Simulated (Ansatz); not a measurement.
# 1T-SnSe2 bilayer (AA) in a perpendicular field, part 2 of 2

What dipole does a perpendicular field induce in the 1T-SnSe2 bilayer (AA), and does the gap follow? A positive field points along +c.

Ansatz 0.2.0; plane-wave DFT, PBE-D3(BJ), Ansatz PAW.

So far. Step 2 (Relaxation): The lattice constant a goes from 3.870 to 3.835 Å.

**3. Atoms held, field 0, start network**

A sawtooth potential applies the field, turning back in the middle of the vacuum. With the dipole correction the typed value is the field outside the slab. The induced dipole is small, so the SCF threshold is tight.

The cell differs from the one that the last finished run ended in (c 45.621 → 27.184 Å).

File input.yaml:

```yaml
crystal:
  lattice:
    - [3.8347376729, 0.0, 0.0]
    - [-1.9173688365, 3.3209802416, 0.0]
    - [0.0, 0.0, 27.1838405677]
  atoms:
    - { symbol: Se, position: [0.6666666667, 0.3333333333, 0.3310790459] }
    - { symbol: Sn, position: [0.0, 0.0, 0.3897838796] }
    - { symbol: Se, position: [0.3333333333, 0.6666666667, 0.4485322457] }
    - { symbol: Se, position: [0.6666666667, 0.3333333333, 0.5514677543] }
    - { symbol: Sn, position: [0.0, 0.0, 0.6102161204] }
    - { symbol: Se, position: [0.3333333333, 0.6666666667, 0.6689209541] }
kpoints:
  mp_grid: { grid: [12, 12, 1] }
  band_path:
    path: [[0, 0, 0], [0.5, 0, 0], [0.33333333, 0.33333333, 0], [0, 0, 0]]
    npoints: 16
hamiltonian:
  xc: pbe
  dispersion: d3bj
scf:
  occupations: { method: fermi_dirac, width: 0.02585 }
  convergence: { dr2_threshold: 1.0e-10 }
efield:
  axis: 3
  dipole_correction: true
  ramp_position: 0.97
  ramp_width: 0.06
  amplitude: 0
output:
  dos: { projected: true, e_range: [-6, 5] }
  write_potential: true
  write_density: true
  volumetric_format: npy
  elf: true
```

The run is started by

```console
> ansatz run input.yaml --threads 4 --pin off --max-ram 8192MiB --backend cpu --events-out ev --progress --plain --runs-dir out
```

Numbers of over 12 decimals in the logs are rounded to 6 here.

The log of the run:

```text
[...]
Crystal: 6 atoms, lattice volume = 346.189 Å³
Basis set: ecut = 420 eV, 6739 PW (Γ)
Bands: 56, of which v1, the nominal top of the filled ones, is band 46 counted from 1 (45 counted from 0)
Symmetry: 6 space group operations
k-points: 19 of 144 (time reversal used)
[...]
SCF iter   1: F=—  HF=-33928.553791 eV  |F-HF|=—  |Δ(HF+E_count)|=         —  Δρ=1.21e-3  dr2=4.01e-2  ethr=1.77e-3  p=0.000 e·Å  D=1.64e-13 V/Å  ΔV_dip=-0.00 eV  dr2_dipole=1.68e-9  V_vac-E_F(+/−)=5.51/5.51 eV  ⟨swp⟩=8.4  Hψ=4488  notcnv=0  defer=6
efield: sawtooth ramp at fractional position 0.9700 (set: `efield.ramp_position`, or a place that a band, a saddle search or an elastic batch's reference lends), width 0.0600; the density the first Hamiltonian is built on has a dipole p = 0.000 e·Å; the dipole correction subtracts the counter field D = 1.64e-13 V/Å, which shifts the + side's vacuum level by -0.00 eV against the − side's; the planar-averaged density in the ramp window peaks in size at 7.8e-6 e/Å³
[...]
SCF iter   2: F=—  HF=-33928.561077 eV  |F-HF|=—  |Δ(HF+E_count)|=   7.29e-3  Δρ=1.78e-3  dr2=1.09e-1  ethr=4.36e-5  p=-0.000 e·Å  D=-1.08e-5 V/Å  ΔV_dip=0.00 eV  dr2_dipole=2.92e-8  V_vac-E_F(+/−)=5.75/5.75 eV  ⟨swp⟩=4.1  Hψ=2105  notcnv=0  defer=70
[...]
SCF iter  13: F=-33928.550669 eV  HF=-33928.550669 eV  |F-HF|=1.46e-11  |Δ(HF+E_count)|=    0.00e0  Δρ=4.67e-8  dr2=5.30e-11  ethr=1.00e-12  p=-0.000 e·Å  D=-3.00e-8 V/Å  ΔV_dip=0.00 eV  dr2_dipole=3.09e-15  V_vac-E_F(+/−)=5.60/5.60 eV  ⟨swp⟩=1.0  Hψ=2157  notcnv=0
SCF 1 converged in 13 iterations: F = -33928.550669 eV  dr2 = 5.30e-11
[...]
NSCF: frozen V_eff on 49 k-points
efield: sawtooth ramp at fractional position 0.9700 (kept from the solve that this one continues, or follows in the run), width 0.0600; the density the first Hamiltonian is built on has a dipole p = -0.000 e·Å; the dipole correction subtracts the counter field D = -3.00e-8 V/Å, which shifts the + side's vacuum level by +0.00 eV against the − side's; the planar-averaged density in the ramp window peaks in size at 7.1e-6 e/Å³
WARN: The output density's exchange-correlation potential varies sharply where the density is thin. Do not read a vacuum level from v_tot or v_xc, or from such a field of the output density. On a cell that repeats whose density bears no net charge and no dipole along the vacuum's axis use v_es (v_loc + v_h of the components); under efield.dipole_correction with no amplitude use v_es + v_field, which holds any externa [...]
SCF converged after 13 iterations
Free energy (F): -33928.550669 eV
[...]
Internal energy: -33928.550669 eV  (E = F + TS)
E sigma→0 (E₀):  -33928.550669 eV
Entropy (-TS):   -0.000000 eV (-0.000 meV/atom)
Fermi energy:    0.657551 eV
Dipole field:    D = 0.000000 V/Å  (p = 0.000000 e·Å, saw-weighted, corrected)
Work function:   Φ+ = 5.5971 eV   Φ− = 5.5971 eV
Levels:          The Fermi level and band energies are counted from a zero that moves with the ramp; work functions are not
[...]
--- Band table (eV; the first three rows and the last of 19) ---
  k-point 0: bands = [... 42 lower, 0.0974, 0.0974, 0.2165, 0.2165, 1.5813, 2.4662, 3.3458, 3.4570, ... 6 higher]
  k-point 1: bands = [... 42 lower, -0.1767, -0.0058, 0.1461, 0.2896, 2.0798, 2.5936, 3.7649, 3.8569, ... 6 higher]
  k-point 2: bands = [... 42 lower, -0.8240, 0.0295, 0.1164, 0.3146, 2.3238, 2.6221, 4.0451, 4.4143, ... 6 higher]
  k-point 18: bands = [... 42 lower, -1.0190, -1.0190, -0.2324, -0.2324, 1.6491, 2.3892, 5.0975, 5.0975, ... 6 higher]
```

Elapsed: 46 s, on 4 threads of Intel Xeon at 2.50GHz (Skylake/Cascade Lake), shared host; peak memory 1.1 GiB; 2.4 min of CPU time.

The column dr2 measures how far the density is from self-consistency, as an energy; F and HF (Harris–Foulkes) agree once it is small.

This step gave:

| Property | Result |
| --- | --- |
| dipole along the normal | 5.13e-8 e·Å |
| gap along the path | 0.6543 eV |
| smallest direct gap along the path | 0.9308 eV |
| ionisation energy, upper face | 5.937 eV |
| electron affinity, upper face | 5.283 eV |
| gap, the smaller of path and mesh | 0.6543 eV |

Running mean over a fixed 2.7 Å (it still follows the layers) of the planar mean; the ramp of the sawtooth is left out. Electron's electrostatic potential energy less the Fermi level against z:

| z (Å) | electron's electrostatic potential energy less the Fermi level (eV) |
| --- | --- |
| 3.5 | 5.60 |
| 4.0 | 5.60 |
| 4.5 | 5.60 |
| 5.0 | 5.60 |
| 5.5 | 5.59 |
| 6.0 | 5.56 |
| 6.5 | 5.43 |
| 7.0 | 4.84 |
| 7.5 | 3.58 |
| 8.0 | 2.06 |
| 8.5 | 0.331 |
| 9.0 | -1.26 |
| 9.5 | -2.24 |
| 10.0 | -2.85 |
| 10.5 | -3.16 |
| 11.0 | -3.03 |
| 11.5 | -2.53 |
| 12.0 | -1.76 |
| 12.5 | -0.532 |
| 13.0 | 0.640 |
| 13.5 | 0.965 |
| 14.0 | 0.834 |
| 14.5 | -0.0175 |
| 15.0 | -1.38 |
| 15.5 | -2.28 |
| 16.0 | -2.87 |
| 16.5 | -3.16 |
| 17.0 | -3.02 |
| 17.5 | -2.49 |
| 18.0 | -1.68 |
| 18.5 | -0.311 |
| 19.0 | 1.45 |
| 19.5 | 3.05 |
| 20.0 | 4.43 |
| 20.5 | 5.30 |
| 21.0 | 5.53 |
| 21.5 | 5.58 |
| 22.0 | 5.59 |
| 22.5 | 5.60 |
| 23.0 | 5.60 |
| 23.5 | 5.60 |
| 24.0 | 5.60 |

The density of states has structure finer than the step of the table below, so its rows give means over 0.25 eV, whole bins alone (the curve runs from -6 to 2.3 eV). Peaks (eV: height): -2.470: 7.26, -1.450: 13.5, -0.870: 10.9, -0.790: 18.2, 1.090: 6.90, 1.660: 8.73, 1.940: 10.0.

Table of density of states by energy, zero at the Fermi level of the run, which the smearing sets inside the gap; means over each step:

| energy (eV) | density of states (states/eV a cell) |
| --- | --- |
| -5.75 | 0.358 |
| -5.50 | 0 |
| -5.25 | 0 |
| -5.00 | 0.430 |
| -4.75 | 1.62 |
| -4.50 | 3.45 |
| -4.25 | 3.56 |
| -4.00 | 2.36 |
| -3.75 | 2.87 |
| -3.50 | 3.33 |
| -3.25 | 4.61 |
| -3.00 | 4.38 |
| -2.75 | 5.01 |
| -2.50 | 5.27 |
| -2.25 | 3.39 |
| -2.00 | 3.09 |
| -1.75 | 4.10 |
| -1.50 | 7.56 |
| -1.25 | 3.17 |
| -1.00 | 7.51 |
| -0.75 | 9.00 |
| -0.50 | 4.14 |
| -0.25 | 0.320 |
| 0.00 | 0 |
| 0.25 | 0.0357 |
| 0.50 | 0.648 |
| 0.75 | 1.55 |
| 1.00 | 3.14 |
| 1.25 | 3.18 |
| 1.50 | 3.09 |
| 1.75 | 3.17 |
| 2.00 | 1.49 |

Projected DOS per atom over height of the atomic layer and energy from the Fermi level. Layers: Se Sn Se Se Sn Se from below.

Ten even steps from '_' (0.00 states/eV) to '@' (2.22 states/eV), each cell a mean:
```
____________
::::::::::::
::::::::::::
..::....::..
____________
____________
____________
++__****__++
@@__@@@@__@@
**__====__**
++..----..++
--..::::..--
==::----::==
--::====::--
--::====::--
::::::::::::
....::::....
::::::::::::
............
____________
____________
____________
```
Columns: height of the atomic layer (Å) from 9 to 18.2 (not evenly spaced); rows upwards: energy from the Fermi level (eV) from -5.96 to 2.23.

Electronic bands along the path, in eV, zero at the Fermi level of the run, which the smearing sets inside the gap:

| point | band 43 | band 44 | band 45 | band 46 | band 47 | band 48 | band 49 | band 50 |
| --- | --- | --- | --- | --- | --- | --- | --- | --- |
| Γ | -0.56 | -0.56 | -0.44 | -0.44 | 0.92 | 1.81 | 2.69 | 2.80 |
| halfway | -1.54 | -0.68 | -0.66 | -0.41 | 1.19 | 1.65 | 3.59 | 3.98 |
| M | -1.45 | -1.05 | -0.93 | -0.62 | 0.31 | 0.66 | 3.53 | 3.81 |
| halfway | -1.53 | -1.49 | -1.06 | -0.81 | 1.10 | 1.22 | 4.35 | 4.58 |
| K | -1.68 | -1.68 | -0.89 | -0.89 | 0.99 | 1.73 | 4.44 | 4.44 |
| halfway | -1.47 | -1.33 | -0.98 | -0.47 | 1.71 | 1.75 | 4.22 | 4.32 |
| Γ | -0.56 | -0.56 | -0.44 | -0.44 | 0.92 | 1.81 | 2.69 | 2.80 |

Valence density in the ca plane at fractional y = 0.000, with atoms of Sn within 0.2 Å of it. It is the smooth field of the valence electrons, not physical close to the nuclei.

Values in units of 1e0 e/Å³, 6 rows by 16 columns, each cell a mean:
```
0.0 0.0 0.0 0.0 0.0 0.0 0.0 0.1 3.5 3.3 0.1 0.0 0.0 0.2 4.1 2.7
0.0 0.0 0.0 0.0 0.0 0.0 0.1 0.2 0.4 0.4 0.2 0.1 0.1 0.2 0.4 0.4
0.0 0.0 0.0 0.0 0.0 0.0 0.1 0.3 0.2 0.2 0.3 0.1 0.1 0.3 0.2 0.2
0.0 0.0 0.0 0.0 0.0 0.0 0.1 0.3 0.2 0.2 0.3 0.1 0.1 0.3 0.2 0.2
0.0 0.0 0.0 0.0 0.0 0.0 0.0 0.2 0.8 0.7 0.2 0.0 0.1 0.2 0.8 0.6
0.0 0.0 0.0 0.0 0.0 0.0 0.0 0.1 5.2 4.9 0.1 0.0 0.0 0.2 6.1 4.0
```
Columns run along c (16.0 Å, from fractional 0.07 to 0.65 of the cell), rows up along a (3.8 Å). Atoms in or near the plane, at fractional coordinates: Sn at (0.39, 0.00), Sn at (0.61, 0.00).

Electrostatic potential energy in the ca plane at fractional y = 0.000, with atoms of Sn within 0.2 Å of it. With pseudopotentials it is smooth inside the atoms' cores, unlike the true potential.

Values in eV, 6 rows by 16 columns, each cell a mean:
```
  6   6   6   6   6   6   5   1  -7  -7   1   5   5   0  -6  -8
  6   6   6   6   6   6   5   2  -6  -6   2   5   5   2  -7  -5
  6   6   6   6   6   6   4   0   2   2  -1   4   3   0   2   2
  6   6   6   6   6   6   4   0   1   1   0   4   4   0   1   1
  6   6   6   6   6   6   5   2 -10  -9   2   5   5   2 -10  -9
  6   6   6   6   6   6   6   0  -4  -5   0   5   5  -1  -3  -6
```
Columns run along c (16.0 Å, from fractional 0.07 to 0.65 of the cell; values clipped at the 3rd and 97th percentile), rows up along a (3.8 Å). Atoms in or near the plane, at fractional coordinates: Sn at (0.39, 0.00), Sn at (0.61, 0.00).

ELF in the ca plane at fractional y = 0.000, with atoms of Sn within 0.2 Å of it. It is the smooth field of the valence electrons, not physical close to the nuclei.

Ten even steps from '0' (0.00) to '9' (0.72), each cell a mean:
```
00000000000000000000233100232100000013320023
00000000000000000012343322344210001234332233
00000000000000002356765333466652013566543345
00000000000000024789986423589984116898743347
00000000000000136899987312589995127999742247
00000000000000135899987422589995126999742247
00000000000000013578876433578873114788643346
00000000000000001234554333345431002345433334
00000000000000000001233201333100000123321123
00000000000000000000233000232100000013310013
```
Columns run along c (16.0 Å, from fractional 0.07 to 0.65 of the cell), rows up along a (3.8 Å). Atoms in or near the plane, at fractional coordinates: Sn at (0.39, 0.00), Sn at (0.61, 0.00).

The gap is 0.65 eV, with the valence edge 5.94 eV and the conduction edge 5.28 eV under the upper vacuum level.

**4. Atoms held, field 0.1 V/Å**

Edit input.yaml of step 3 so:

```diff
@@ -26,7 +26,6 @@
   dipole_correction: true
-  ramp_position: 0.97
-  ramp_width: 0.06
-  amplitude: 0
+  ramp_position: 0.9595
+  ramp_width: 0.0809
+  amplitude: 0.1
 output:
-  dos: { projected: true, e_range: [-6, 5] }
   write_potential: true
@@ -34,2 +33 @@
   volumetric_format: npy
-  elf: true
```

The log of the run:

```text
[...]
Crystal: 6 atoms, lattice volume = 346.189 Å³
Basis set: ecut = 420 eV, 6739 PW (Γ)
Bands: 56, of which v1, the nominal top of the filled ones, is band 46 counted from 1 (45 counted from 0)
Symmetry: 6 space group operations
k-points: 19 of 144 (time reversal used)
[...]
k-point 0: bands = [... 42 lower, 0.0926, 0.0926, 0.2213, 0.2213, 1.5801, 2.4664, 3.3410, 3.4613, ... 6 higher]
  k-point 1: bands = [... 42 lower, -0.1753, -0.0050, 0.1417, 0.2935, 2.0780, 2.5945, 3.7582, 3.8629, ... 6 higher]
  k-point 2: bands = [... 42 lower, -0.8204, 0.0296, 0.1131, 0.3174, 2.3213, 2.6239, 4.0418, 4.4159, ... 6 higher]
  k-point 18: bands = [... 42 lower, -1.0225, -1.0179, -0.2377, -0.2260, 1.6479, 2.3898, 5.0900, 5.1023, ... 6 higher]
[key lines of the parts left out:]
SCF converged after 16 iterations
Free energy (F): -33928.554480 eV
Fermi energy:    0.658162 eV
Dipole field:    D = 0.039843 V/Å  (p = 0.076225 e·Å, saw-weighted, corrected)
```

The job ended after 49 s (4 threads; peak memory 1 GiB; 2.7 min of CPU time).

The dipole is 0.0762 e·Å, and the gap 0.650 eV.

**5. Single point, field -0.1 V/Å**

Edit input.yaml of step 4 so:

```diff
@@ -28,3 +28,3 @@
   ramp_width: 0.0809
-  amplitude: 0.1
+  amplitude: -0.1
 output:
```

The log of the run:

```text
[...]
Crystal: 6 atoms, lattice volume = 346.189 Å³
Basis set: ecut = 420 eV, 6739 PW (Γ)
Bands: 56, of which v1, the nominal top of the filled ones, is band 46 counted from 1 (45 counted from 0)
Symmetry: 6 space group operations
k-points: 19 of 144 (time reversal used)
[...]
k-point 0: bands = [... 42 lower, 0.0924, 0.0924, 0.2211, 0.2211, 1.5800, 2.4663, 3.3409, 3.4612, ... 6 higher]
  k-point 1: bands = [... 42 lower, -0.1755, -0.0052, 0.1416, 0.2934, 2.0779, 2.5943, 3.7580, 3.8628, ... 6 higher]
  k-point 2: bands = [... 42 lower, -0.8206, 0.0294, 0.1129, 0.3173, 2.3211, 2.6238, 4.0416, 4.4157, ... 6 higher]
  k-point 18: bands = [... 42 lower, -1.0227, -1.0180, -0.2378, -0.2261, 1.6477, 2.3896, 5.0899, 5.1021, ... 6 higher]
[key lines of the parts left out:]
SCF converged after 16 iterations
Free energy (F): -33928.554480 eV
Fermi energy:    0.657998 eV
Dipole field:    D = -0.039843 V/Å  (p = -0.076225 e·Å, saw-weighted, corrected)
```

The job ended after 43 s (4 threads; peak memory 1 GiB).

The dipole is -0.0762 e·Å, and the gap 0.650 eV.

**6. Single point, field 0.2 V/Å**

Edit input.yaml of step 5 so:

```diff
@@ -28,3 +28,3 @@
   ramp_width: 0.0809
-  amplitude: -0.1
+  amplitude: 0.2
 output:
```

The log of the run:

```text
[...]
Crystal: 6 atoms, lattice volume = 346.189 Å³
Basis set: ecut = 420 eV, 6739 PW (Γ)
Bands: 56, of which v1, the nominal top of the filled ones, is band 46 counted from 1 (45 counted from 0)
Symmetry: 6 space group operations
k-points: 19 of 144 (time reversal used)
[...]
k-point 0: bands = [... 42 lower, 0.0800, 0.0800, 0.2334, 0.2334, 1.5766, 2.4669, 3.3282, 3.4725, ... 6 higher]
  k-point 1: bands = [... 42 lower, -0.1716, -0.0030, 0.1296, 0.3040, 2.0726, 2.5971, 3.7413, 3.8774, ... 6 higher]
  k-point 2: bands = [... 42 lower, -0.8109, 0.0299, 0.1033, 0.3252, 2.3137, 2.6290, 4.0317, 4.4201, ... 6 higher]
  k-point 18: bands = [... 42 lower, -1.0285, -1.0191, -0.2420, -0.2186, 1.6440, 2.3914, 5.0799, 5.1043, ... 6 higher]
[key lines of the parts left out:]
SCF converged after 14 iterations
Free energy (F): -33928.565915 eV
Fermi energy:    0.659569 eV
Dipole field:    D = 0.079701 V/Å  (p = 0.152481 e·Å, saw-weighted, corrected)
```

The job ended after 41 s (4 threads; peak memory 1 GiB; 2.5 min of CPU time).

The dipole is 0.152 e·Å, and the gap 0.636 eV.

**7. Single point, field 0.3 V/Å**

Edit input.yaml of step 6 so:

```diff
@@ -26,5 +26,5 @@
   dipole_correction: true
-  ramp_position: 0.9595
-  ramp_width: 0.0809
-  amplitude: 0.2
+  ramp_position: 0.9569
+  ramp_width: 0.0862
+  amplitude: 0.3
 output:
```

The log of the run:

```text
[...]
Crystal: 6 atoms, lattice volume = 346.189 Å³
Basis set: ecut = 420 eV, 6739 PW (Γ)
Bands: 56, of which v1, the nominal top of the filled ones, is band 46 counted from 1 (45 counted from 0)
Symmetry: 6 space group operations
k-points: 19 of 144 (time reversal used)
[...]
k-point 0: bands = [... 42 lower, 0.0627, 0.0627, 0.2495, 0.2495, 1.5704, 2.4672, 3.3102, 3.4871, ... 6 higher]
  k-point 1: bands = [... 42 lower, -0.1665, 0.0001, 0.1120, 0.3184, 2.0633, 2.6010, 3.7189, 3.8951, ... 6 higher]
  k-point 2: bands = [... 42 lower, -0.7981, 0.0300, 0.0883, 0.3364, 2.3014, 2.6365, 4.0145, 4.4260, ... 6 higher]
  k-point 18: bands = [... 42 lower, -1.0371, -1.0231, -0.2455, -0.2107, 1.6372, 2.3938, 5.0669, 5.1033, ... 6 higher]
[key lines of the parts left out:]
SCF converged after 16 iterations
Free energy (F): -33928.584976 eV
Fermi energy:    0.660967 eV
Dipole field:    D = 0.119577 V/Å  (p = 0.228769 e·Å, saw-weighted, corrected)
```

Run time: 42 s. Hardware: 4 threads; peak memory 1 GiB; 2.6 min of CPU time.

The dipole is 0.229 e·Å, and the gap 0.615 eV.

**8. Response, atoms held**

This step: plane-wave DFT, PBE-D3(BJ), Ansatz PAW; response to a field along the normal, atoms held (Ansatz 0.2.0).

The dipoles give the slope, and the difference of two potentials shows where the field is screened.

Numbers from this step:

```yaml
equivalent_conductor_thickness_p_eps_0ae: 10.83 Å
distance_between_the_outer_atoms: 9.184 Å
```

Table of dipole of the cell by applied field:

| applied field (V/Å) | dipole of the cell (e·Å) |
| --- | --- |
| -0.100 | -0.0762 |
| 0.000 | 0 |
| 0.100 | 0.0762 |
| 0.200 | 0.152 |
| 0.300 | 0.229 |

Local field over the applied field, running mean. From the potentials at -0.1 and 0.1 V/Å; running mean over 2.8 Å. Local field over applied field against z:

z (Å), local field over applied field and a bar:
```
        5      0.995 ##############################
        6      0.958 #############################
        7      0.784 #######################
        8      0.469 #############
        9      0.173 ####
       10      0.053 
       11      0.039 
       12      0.073 #
       13      0.122 ###
       14      0.129 ###
       15      0.081 #
       16      0.044 
       17      0.044 
       18      0.137 ###
       19      0.407 ############
       20      0.732 ######################
       21      0.941 ############################
       22      0.992 ##############################
       23      0.999 ##############################
```

Electrons, planar mean, per unit field. Induced electron density against z:

| z (Å) | induced electron density (e/Å³ per V/Å) |
| --- | --- |
| 4.5 | 5.4e-6 |
| 5.0 | 1.8e-5 |
| 5.5 | 5.5e-5 |
| 6.0 | 1.6e-4 |
| 6.5 | 4.5e-4 |
| 7.0 | 0.00114 |
| 7.5 | 0.00246 |
| 8.0 | 0.00347 |
| 8.5 | 0.00200 |
| 9.0 | 9.7e-4 |
| 9.5 | 4.2e-4 |
| 10.0 | -8.7e-4 |
| 10.5 | -2.7e-4 |
| 11.0 | 7.2e-4 |
| 11.5 | 3.8e-4 |
| 12.0 | -5.3e-4 |
| 12.5 | -7.2e-4 |
| 13.0 | -0.00101 |
| 13.5 | -2.5e-4 |
| 14.0 | 9.1e-4 |
| 14.5 | 8.0e-4 |
| 15.0 | 6.3e-4 |
| 15.5 | 1.2e-4 |
| 16.0 | -9.4e-4 |
| 16.5 | -5.5e-5 |
| 17.0 | 8.0e-4 |
| 17.5 | 1.4e-4 |
| 18.0 | -8.0e-4 |
| 18.5 | -0.00146 |
| 19.0 | -0.00321 |
| 19.5 | -0.00300 |
| 20.0 | -0.00156 |
| 20.5 | -6.4e-4 |
| 21.0 | -2.4e-4 |
| 21.5 | -8.2e-5 |
| 22.0 | -2.7e-5 |
| 22.5 | -8.3e-6 |
| 23.0 | -2.5e-6 |

The smaller of the gaps on the path and on the k-mesh, counted as 0 under 0.03 eV. Table of gap by applied field:

| applied field (V/Å) | gap (eV) |
| --- | --- |
| -0.100 | 0.650 |
| 0.000 | 0.654 |
| 0.100 | 0.650 |
| 0.200 | 0.636 |
| 0.300 | 0.615 |

By hand: between -0.1 and 0.1 V/Å the dipole changes by 0.1525 e·Å, a slope of 0.7623 e·Å²/V. A perfect conductor of thickness t has p = ε₀AEt, so t = 180.95 × 0.7623 / 12.735 = 10.83 Å (e/ε₀ = 180.95 V·Å, A in Å²).

The induced dipole is that of a conductor 10.83 Å thick.

**9. Outcome**

* gap without field: 0.654 eV
* ionisation energy, upper face: 5.94 eV
* electron affinity, upper face: 5.28 eV
* equivalent conductor thickness, atoms held: 10.8 Å

In words: The induced dipole equals that of a perfect conductor 10.83 Å thick, while the outer atoms lie 9.18 Å apart; an out-of-plane ε follows only once a thickness t is chosen, by 1 − 1/ε = 10.83 Å / t. The gap goes from 0.65 eV to 0.61 eV at 0.3 V/Å. Semilocal functionals give gaps that are too small, and excitons are not included. Spin-orbit coupling is left out, which matters for the bands of elements this heavy.

[Logs are printed without paths, hosts, clocks, repeated set-up lines and the standing remarks that a program may print on its own settings, such as how far it seeks lower states.]

[Hosts, paths, dates, database ids (printed as entryN), source tags and the programs' standing remarks are cut or masked in the printed files.]

[Maps of the electrostatic potential energy from Ansatz leave out the sawtooth potential of an applied field or a dipole correction, so their vacuum need not be flat; planar profiles and work functions include it.]

[The density of states shown here was stored with 400 of the rows of the run's finer table, so its peaks can read low, often by over a quarter, or be missed, and its means over a window can be off by a tenth or more.]
